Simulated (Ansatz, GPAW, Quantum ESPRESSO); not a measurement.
# The valence band of TiPt3 as photoemission sees it, part 6 of 8

Aim: the valence spectrum of TiPt3 from He I to hard X-rays, and which orbitals make each feature. Spin–orbit coupling is left out of the bands throughout.

Ansatz 0.2.0, Quantum ESPRESSO 7.5 and GPAW 26.7.0; DFT, LDA, plane-wave PAW, default files, scalar-relativistic (the session's first sound run).

So far. Step 3 (With PBEsol): Of the bands kept, 6 cross the Fermi level on this path. Step 5 (Quantum ESPRESSO: self-consistent run): The run ends at a pressure of -6.04 GPa.

The database entry behind the starting cell is an old determination (1943), so it need not match the best structure at ambient conditions.

**8. Quantum ESPRESSO: bands**

Level of this step: DFT, LDA, plane waves, ultrasoft GBRV pseudopotentials, scalar-relativistic (Quantum ESPRESSO).

The bands are solved at chosen points on the fixed potential.

The input, bands.in:

```
&control
  calculation = 'bands'
  prefix = 'pes'
  outdir = './tmp'
  pseudo_dir = './pp'
  verbosity = 'high'
/
&system
  ibrav = 0
  nat = 4
  ntyp = 2
  ecutwfc = 40.0
  ecutrho = 200.0
  occupations = 'smearing'
  nbnd = 42
  smearing = 'fd'
  degauss = 0.00367
/
&electrons
  conv_thr = 2.4e-08
  mixing_beta = 0.5
  electron_maxstep = 120
  diago_full_acc = .true.
/
ATOMIC_SPECIES
Pt 195.0840 pt_lda_v1.4.uspp.F.UPF
Ti 47.8670 ti_lda_v1.4.uspp.F.UPF
CELL_PARAMETERS angstrom
 3.897000000 0.000000000 0.000000000
 0.000000000 3.897000000 0.000000000
 0.000000000 0.000000000 3.897000000
ATOMIC_POSITIONS crystal
Pt 0.500000000 0.500000000 0.000000000
Pt 0.500000000 0.000000000 0.500000000
Pt 0.000000000 0.500000000 0.500000000
Ti 0.000000000 0.000000000 0.000000000
K_POINTS crystal
92
 0.00000000 0.00000000 0.00000000 1
 0.00000000 0.03333333 0.00000000 1
 0.00000000 0.06666667 0.00000000 1
 0.00000000 0.10000000 0.00000000 1
 0.00000000 0.13333333 0.00000000 1
 0.00000000 0.16666667 0.00000000 1
 ! [... 84 more points ...]
 0.50000000 0.50000000 0.03333333 1
 0.50000000 0.50000000 0.00000000 1
```

Command:

```console
$ OMP_NUM_THREADS=1 mpirun -n 4 pw.x -nk 4 -in bands.in > bands.out
```

Output:

```text
[banner, memory and clock lines left out]
Program PWSCF v.7.5 starts

          URL

     Atomic positions and unit cell read from directory:
     ./tmp/pes.save/

     Message from routine setup:
     using ibrav=0 with symmetry is DISCOURAGED, use correct ibrav instead

     G-vector sticks info

     bravais-lattice index     =            0
     lattice parameter (alat)  =       7.3643  a.u.
     unit-cell volume          =     399.3814 (a.u.)^3
     number of atoms/cell      =            4
     number of atomic types    =            2
     number of electrons       =        60.00
     number of Kohn-Sham states=           42
     kinetic-energy cutoff     =      40.0000  Ry
     charge density cutoff     =     200.0000  Ry
     Exchange-correlation=  SLA  PZ   NOGX NOGC
                           (   1   1   0   0   0   0   0)

     celldm(1)=   7.364263  celldm(2)=   0.000000  celldm(3)=   0.000000
     celldm(4)=   0.000000  celldm(5)=   0.000000  celldm(6)=   0.000000

     crystal axes: (cart. coord. in units of alat)
               a(1) = (   1.000000   0.000000   0.000000 )
               a(2) = (   0.000000   1.000000   0.000000 )
               a(3) = (   0.000000   0.000000   1.000000 )

     reciprocal axes: (cart. coord. in units 2 pi/alat)
               b(1) = (  1.000000  0.000000  0.000000 )
               b(2) = (  0.000000  1.000000  0.000000 )
               b(3) = (  0.000000  0.000000  1.000000 )

     PseudoPot. # 1 for Pt read from file:
     ./pp/pt_lda_v1.4.uspp.F.UPF
     Pseudo is Ultrasoft + core correction, Zval = 16.0
     Generated by new atomic code, or converted to UPF format
     Using radial grid of  985 points,  6 beta functions with:
                l(1) =   0
                l(2) =   0
                l(3) =   1
                l(4) =   1
                l(5) =   2
                l(6) =   2
     Q(r) pseudized with  8 coefficients,  rinner =    1.300   1.300   1.300
                                                       1.300   1.300

     PseudoPot. # 2 for Ti read from file:
     ./pp/ti_lda_v1.4.uspp.F.UPF
     Pseudo is Ultrasoft + core correction, Zval = 12.0
     Generated by new atomic code, or converted to UPF format
     Using radial grid of  851 points,  6 beta functions with:
                l(1) =   0
                l(2) =   0
                l(3) =   1
                l(4) =   1
                l(5) =   2
                l(6) =   2
     Q(r) pseudized with  6 coefficients,  rinner =    1.000   1.000   1.000
                                                       1.000   1.000

     atomic species   valence    mass     pseudopotential
     Pt               16.00   195.08400     Pt( 1.00)
     Ti               12.00    47.86700     Ti( 1.00)

     48 Sym. Ops., with inversion, found

                                    s                        frac. trans.

      isym =  1     identity

 cryst.   s( 1) = (     1          0          0      )
                  (     0          1          0      )
                  (     0          0          1      )

 cart.    s( 1) = (  1.0000000  0.0000000  0.0000000 )
                  (  0.0000000  1.0000000  0.0000000 )
                  (  0.0000000  0.0000000  1.0000000 )

      isym =  2     180 deg rotation - cart. axis [0,0,1]

 cryst.   s( 2) = (    -1          0          0      )
                  (     0         -1          0      )
                  (     0          0          1      )

 cart.    s( 2) = ( -1.0000000  0.0000000  0.0000000 )
                  (  0.0000000 -1.0000000  0.0000000 )
                  (  0.0000000  0.0000000  1.0000000 )

      isym =  3     180 deg rotation - cart. axis [0,1,0]

 cryst.   s( 3) = (    -1          0          0      )
                  (     0          1          0      )
                  (     0          0         -1      )

 cart.    s( 3) = ( -1.0000000  0.0000000  0.0000000 )
                  (  0.0000000  1.0000000  0.0000000 )
                  (  0.0000000  0.0000000 -1.0000000 )

      isym =  4     180 deg rotation - cart. axis [1,0,0]

 cryst.   s( 4) = (     1          0          0      )
                  (     0         -1          0      )
                  (     0          0         -1      )

 cart.    s( 4) = (  1.0000000  0.0000000  0.0000000 )
                  (  0.0000000 -1.0000000  0.0000000 )
                  (  0.0000000  0.0000000 -1.0000000 )

      isym =  5     180 deg rotation - cart. axis [1,1,0]

 cryst.   s( 5) = (     0          1          0      )
[...]
cart.    s( 5) = (  0.0000000  1.0000000  0.0000000 )
[...]
isym =  6     180 deg rotation - cart. axis [1,-1,0]

 cryst.   s( 6) = (     0         -1          0      )
[...]
cart.    s( 6) = (  0.0000000 -1.0000000  0.0000000 )
[...]
isym =  7      90 deg rotation - cart. axis [0,0,-1]

 cryst.   s( 7) = (     0         -1          0      )
[...]
cart.    s( 7) = (  0.0000000  1.0000000  0.0000000 )
[...]
isym =  8      90 deg rotation - cart. axis [0,0,1]

 cryst.   s( 8) = (     0          1          0      )
[...]
cart.    s( 8) = (  0.0000000 -1.0000000  0.0000000 )
[...]
isym =  9     180 deg rotation - cart. axis [1,0,1]

 cryst.   s( 9) = (     0          0          1      )
[...]
cart.    s( 9) = (  0.0000000  0.0000000  1.0000000 )
[...]
isym = 10     180 deg rotation - cart. axis [-1,0,1]

 cryst.   s(10) = (     0          0         -1      )
[...]
cart.    s(10) = (  0.0000000  0.0000000 -1.0000000 )
[...]
isym = 11      90 deg rotation - cart. axis [0,1,0]

 cryst.   s(11) = (     0          0         -1      )
[...]
cart.    s(11) = (  0.0000000  0.0000000  1.0000000 )
[...]
isym = 12      90 deg rotation - cart. axis [0,-1,0]

 cryst.   s(12) = (     0          0          1      )
[...]
cart.    s(12) = (  0.0000000  0.0000000 -1.0000000 )
[...]
isym = 13     180 deg rotation - cart. axis [0,1,1]

 cryst.   s(13) = (    -1          0          0      )
[...]
cart.    s(13) = ( -1.0000000  0.0000000  0.0000000 )
[...]
isym = 14     180 deg rotation - cart. axis [0,1,-1]

 cryst.   s(14) = (    -1          0          0      )
[...]
cart.    s(14) = ( -1.0000000  0.0000000  0.0000000 )
[...]
isym = 15      90 deg rotation - cart. axis [-1,0,0]

 cryst.   s(15) = (     1          0          0      )
[...]
k(   10) = (   0.0000000   0.3000000   0.0000000), wk =   0.0217391
        k(   11) = (   0.0000000   0.3333333   0.0000000), wk =   0.0217391
        k(   12) = (   0.0000000   0.3666667   0.0000000), wk =   0.0217391
        k(   13) = (   0.0000000   0.4000000   0.0000000), wk =   0.0217391
        k(   14) = (   0.0000000   0.4333333   0.0000000), wk =   0.0217391
        k(   15) = (   0.0000000   0.4666667   0.0000000), wk =   0.0217391
        k(   16) = (   0.0000000   0.5000000   0.0000000), wk =   0.0217391
[...]
cryst. coord.
[...]
k(   85) = (   0.5000000   0.5000000   0.2333333), wk =   0.0217391
        k(   86) = (   0.5000000   0.5000000   0.2000000), wk =   0.0217391
        k(   87) = (   0.5000000   0.5000000   0.1666667), wk =   0.0217391
        k(   88) = (   0.5000000   0.5000000   0.1333333), wk =   0.0217391
        k(   89) = (   0.5000000   0.5000000   0.1000000), wk =   0.0217391
        k(   90) = (   0.5000000   0.5000000   0.0666667), wk =   0.0217391
        k(   91) = (   0.5000000   0.5000000   0.0333333), wk =   0.0217391
        k(   92) = (   0.5000000   0.5000000   0.0000000), wk =   0.0217391

     Dense  grid:    19093 G-vectors     FFT dimensions: (  36,  36,  36)

     Smooth grid:    13613 G-vectors     FFT dimensions: (  30,  30,  30)

     Dynamical RAM for                 wfc:       1.09 MB

     Dynamical RAM for     wfc (w. buffer):       1.09 MB

     Dynamical RAM for           str. fact:       0.58 MB

     Dynamical RAM for           local pot:       0.00 MB

     Dynamical RAM for          nlocal pot:       1.87 MB

     Dynamical RAM for                qrad:       2.27 MB

     Dynamical RAM for          rho,v,vnew:       1.94 MB

     Dynamical RAM for           G-vectors:       1.20 MB

     Dynamical RAM for          h,s,v(r/c):       0.32 MB

     Dynamical RAM for          <psi|beta>:       0.05 MB

     Dynamical RAM for                 psi:       2.19 MB

     Dynamical RAM for                hpsi:       2.19 MB

     Dynamical RAM for                spsi:       2.19 MB

     Dynamical RAM for      wfcinit/wfcrot:       2.23 MB

     Dynamical RAM for           addusdens:      13.98 MB

     Check: negative core charge=   -0.000002

     The potential is recalculated from file :
     ./tmp/pes.save/charge-density

     negative rho (up, down):  5.157E-01 0.000E+00
     Starting wfcs are   46 randomized atomic wfcs

     Band Structure Calculation
     Davidson diagonalization with overlap

     Computing kpt #:     1  of    23 on this pool

     Computing kpt #:     2  of    23 on this pool

     Computing kpt #:     3  of    23 on this pool

     Computing kpt #:     4  of    23 on this pool

     Computing kpt #:     5  of    23 on this pool

     Computing kpt #:     6  of    23 on this pool

     Computing kpt #:     7  of    23 on this pool

     Computing kpt #:     8  of    23 on this pool

     Computing kpt #:     9  of    23 on this pool

     Computing kpt #:    10  of    23 on this pool

     Computing kpt #:    11  of    23 on this pool

     Computing kpt #:    12  of    23 on this pool

     Computing kpt #:    13  of    23 on this pool

     Computing kpt #:    14  of    23 on this pool

     Computing kpt #:    15  of    23 on this pool

     Computing kpt #:    16  of    23 on this pool

     Computing kpt #:    17  of    23 on this pool

     Computing kpt #:    18  of    23 on this pool

     Computing kpt #:    19  of    23 on this pool

     Computing kpt #:    20  of    23 on this pool

     Computing kpt #:    21  of    23 on this pool

     Computing kpt #:    22  of    23 on this pool

     Computing kpt #:    23  of    23 on this pool

     ethr =  4.00E-11,  avg # of iterations = 41.4

     End of band structure calculation

          k = 0.0000 0.0000 0.0000 (  1743 PWs)   bands (ev):

   -35.9337 -31.9096 -31.9096 -31.9096 -31.7198 -31.7198 -31.7198 -31.5613
   -31.5613 -31.5613 -12.4687 -12.4687 -12.4687  11.3420  14.1831  14.5443
    14.5443  14.8423  14.8423  14.8423  17.9810  17.9810  17.9810  19.9356
    19.9356  21.1082  21.6636  21.6636  21.6636  23.0097  23.0097  23.1963
    23.1963  23.1963  23.6736  23.6736  23.6736  29.9466  29.9466  32.6388
    32.6388  32.6388

          k = 0.0000 0.0333 0.0000 (  1743 PWs)   bands (ev):

   -35.9337 -31.9090 -31.9090 -31.9087 -31.7200 -31.7200 -31.7199 -31.5623
   -31.5617 -31.5617 -12.4691 -12.4688 -12.4688  11.3570  14.1927  14.5499
    14.5568  14.8477  14.8515  14.8515  17.9718  17.9858  17.9858  19.9226
    19.9377  21.0945  21.5800  21.5800  21.6636  22.9334  23.0023  23.1461
    23.1461  23.1858  23.6732  23.7973  23.7973  29.9167  30.0102  32.6414
    32.6472  32.6472

          k = 0.0000 0.0667 0.0000 (  1743 PWs)   bands (ev):

   -35.9338 -31.9074 -31.9074 -31.9060 -31.7204 -31.7204 -31.7200 -31.5651
   -31.5629 -31.5629 -12.4701 -12.4690 -12.4690  11.4019  14.2213  14.5666
    14.5941  14.8640  14.8790  14.8790  17.9444  17.9999  17.9999  19.8837
    19.9438  21.0534  21.3618  21.3618  21.6637  22.7175  22.9804  23.0502
    23.0502  23.1529  23.6720  24.0823  24.0823  29.8310  30.1827  32.6482
    32.6591  32.6591

          k = 0.0000 0.1000 0.0000 (  1731 PWs)   bands (ev):

   -35.9340 -31.9048 -31.9048 -31.9014 -31.7211 -31.7211 -31.7200 -31.5698
[...]
32.6452  32.6562

          k = 0.0000 0.1333 0.0000 (  1731 PWs)   bands (ev):

[...]
32.5883  32.6627

          k = 0.0000 0.1667 0.0000 (  1723 PWs)   bands (ev):

[...]
32.4891  32.6655

          k = 0.0000 0.2000 0.0000 (  1723 PWs)   bands (ev):

[...]
32.3523  32.6638

          k = 0.0000 0.2333 0.0000 (  1719 PWs)   bands (ev):

[...]
32.1809  32.6578

          k = 0.0000 0.2667 0.0000 (  1715 PWs)   bands (ev):

[...]
31.9770  32.6485

          k = 0.0000 0.3000 0.0000 (  1727 PWs)   bands (ev):

[...]
31.7420  32.6370

          k = 0.0000 0.3333 0.0000 (  1727 PWs)   bands (ev):

[...]
31.4778  32.6246

          k = 0.0000 0.3667 0.0000 (  1719 PWs)   bands (ev):

[...]
31.1868  32.6125

          k = 0.0000 0.4000 0.0000 (  1703 PWs)   bands (ev):

[...]
30.8730  32.6020

          k = 0.0000 0.4333 0.0000 (  1710 PWs)   bands (ev):

[...]
30.6095  32.5937

          k = 0.0000 0.4667 0.0000 (  1706 PWs)   bands (ev):

[...]
k = 0.0000 0.5000 0.0000 (  1686 PWs)   bands (ev):

[...]
k = 0.4667 0.4667 0.0000 (  1690 PWs)   bands (ev):

[...]
33.1883  33.6056

          k = 0.4333 0.4333 0.0000 (  1694 PWs)   bands (ev):

[...]
32.6547  33.6016

          k = 0.4000 0.4000 0.0000 (  1700 PWs)   bands (ev):

[...]
32.8015  33.5911

          k = 0.3667 0.3667 0.0000 (  1702 PWs)   bands (ev):

[...]
32.8907  33.5688

          k = 0.3333 0.3333 0.0000 (  1710 PWs)   bands (ev):

[...]
32.9454  33.5295

          k = 0.3000 0.3000 0.0000 (  1706 PWs)   bands (ev):

[...]
32.9768  33.4690

          k = 0.2667 0.2667 0.0000 (  1716 PWs)   bands (ev):

[...]
15.4611  15.5182  15.8584  16.1201  17.0973  17.4879  18.0418  18.5798
    18.6826  19.0714  19.1038  19.8078  20.4387  20.6563  22.0733  22.2747
    22.3425  22.7692  23.4867  24.6832  27.4324  28.5788  31.3306  32.0281
    32.9892  33.3859

          k = 0.2333 0.2333 0.0000 (  1717 PWs)   bands (ev):

   -35.9356 -31.8928 -31.8602 -31.8174 -31.7704 -31.7313 -31.6845 -31.6592
   -31.6000 -31.5641 -12.4868 -12.4790 -12.4740  12.6852  15.0165  15.1927
    15.2787  15.3765  15.6371  15.8629  17.2536  18.0189  18.1074  18.4497
    19.0417  19.2253  19.4088  20.0675  20.5480  20.8730  22.1767  22.3626
    22.4659  22.9500  23.5603  24.6654  27.8189  27.9944  31.4441  31.8567
    32.9855  33.2818

[... further rows ...]
```

Run time: 21 s. Hardware: 4 MPI ranks of Intel Xeon Platinum 8259CL at 2.50GHz (Skylake/Cascade Lake), shared host.

The electronic bands at the labelled points (eV, zero at the Fermi level; # counts the bands kept):

| point | #14 | #15 | #16 | #17 | #18 | #19 | #20 | #21 |
| --- | --- | --- | --- | --- | --- | --- | --- | --- |
| Γ | 0.05 | 0.05 | 0.05 | 1.39 | 1.39 | 1.58 | 1.58 | 1.58 |
| 0.53 of the way | -1.66 | -1.51 | -1.29 | 0.05 | 0.55 | 0.55 | 0.97 | 1.03 |
| X | -2.68 | -2.61 | -1.37 | -0.21 | -0.21 | 0.05 | 0.44 | 0.76 |
| 0.47 of the way | -2.52 | -2.17 | -1.95 | -1.24 | 0.22 | 0.48 | 0.55 | 0.91 |
| M | -3.13 | -2.47 | -2.29 | -2.28 | 0.21 | 0.21 | 0.34 | 1.50 |
| 0.47 of the way | -2.51 | -1.81 | -1.18 | -0.96 | 0.46 | 0.66 | 0.72 | 1.15 |
| Γ | 0.05 | 0.05 | 0.05 | 1.39 | 1.39 | 1.58 | 1.58 | 1.58 |
| 0.47 of the way | -2.26 | -2.26 | -1.42 | -0.29 | 0.29 | 0.29 | 1.21 | 1.21 |
| R | -0.67 | -0.67 | -0.67 | -0.45 | -0.45 | -0.45 | 1.21 | 1.21 |
| 0.53 of the way | -2.81 | -2.79 | -1.76 | -0.74 | 0.35 | 0.62 | 0.66 | 0.81 |
| X | -2.68 | -2.61 | -1.37 | -0.21 | -0.21 | 0.05 | 0.44 | 0.76 |
| jump to R | -0.67 | -0.67 | -0.67 | -0.45 | -0.45 | -0.45 | 1.21 | 1.21 |
| 0.53 of the way | -2.80 | -2.69 | -1.96 | -1.25 | 0.59 | 0.59 | 0.93 | 1.25 |
| M | -3.13 | -2.47 | -2.29 | -2.28 | 0.21 | 0.21 | 0.34 | 1.50 |

Of the bands kept, 6 cross the Fermi level on this path.

(Continued in part 7 of 8.)

[Logs are printed without paths, hosts, clocks, repeated set-up lines and the standing remarks that a program may print on its own settings, such as how far it seeks lower states.]

[Hosts, paths, dates, database ids (printed as entryN), source tags and the programs' standing remarks are cut or masked in the printed files.]

[Maps of the electrostatic potential energy from Ansatz leave out the sawtooth potential of an applied field or a dipole correction, so their vacuum need not be flat; work functions include it.]

[Peak lists hold at most the 14 tallest peaks of each spectrum; further lines can be left out.]
